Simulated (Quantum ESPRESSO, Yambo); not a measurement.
Planning a run of Yambo 5.3.0 on N (P4_2/mnm). The input:

```
optics
bss
bse
em1s
dipoles
rim_cut
RandQpts= 1000000
RandGvec= 1 RL
Chimod= "HARTREE"
BSKmod= "SEX"
BSEmod= "resonant"
BSSmod= "h"
BSENGexx= 30 Ry
BSENGBlk= 4 Ry
% BSEQptR
 1 | 1 |
%
% BSEBands
 5 | 14 |
%
% BEnRange
 0 | 16 | eV
%
% BDmRange
 0.1 | 0.1 | eV
%
BEnSteps= 161
% BLongDir
 1 | 0 | 0 |
%
% BndsRnXs
 1 | 33 |
%
NGsBlkXs= 4 Ry
% LongDrXs
 1 | 1 | 1 |
%
% KfnQP_E
 6.313 | 1.0 | 1.0 |
%
BSHayTrs= -0.02
```

```sh
OMP_NUM_THREADS=1 mpirun -n 4 yambo -F bse15.in -J bse15 -C bse15 > bse15.log
```

The stored states that it reads are on a 4×4×4 mesh. The structure is tetragonal, space group P4_2/mnm (No. 136). Conventional cell: a = 4.084 Å, b = 4.084 Å, c = 5.346 Å, α = 90.00°, β = 90.00°, γ = 90.00°. Nearest to N lie 1 N at 1.11 Å.

**Question.** Estimate wall time and host memory on 4 MPI ranks of Arm Neoverse V2, shared host.

It took 30 s; on shared hardware allow 15 s to 61 s. Peak host memory was 1.4 GiB.

The kernel grows as the square of the matrix size, and full diagonalisation as its cube.

[Paths, hosts, dates, memory and timing lines, banners, echoed tables and standing remarks are left out of the program output.]

[Logs are printed without paths, hosts, clocks, repeated set-up lines and the standing remarks that a program may print on its own settings, such as how far it seeks lower states.]

[Runs of the session that timed out or met a known fault of the program may be left out.]

[Hosts, paths, dates, database ids (printed as entryN), source tags and the programs' standing remarks are cut or masked in the printed files.]
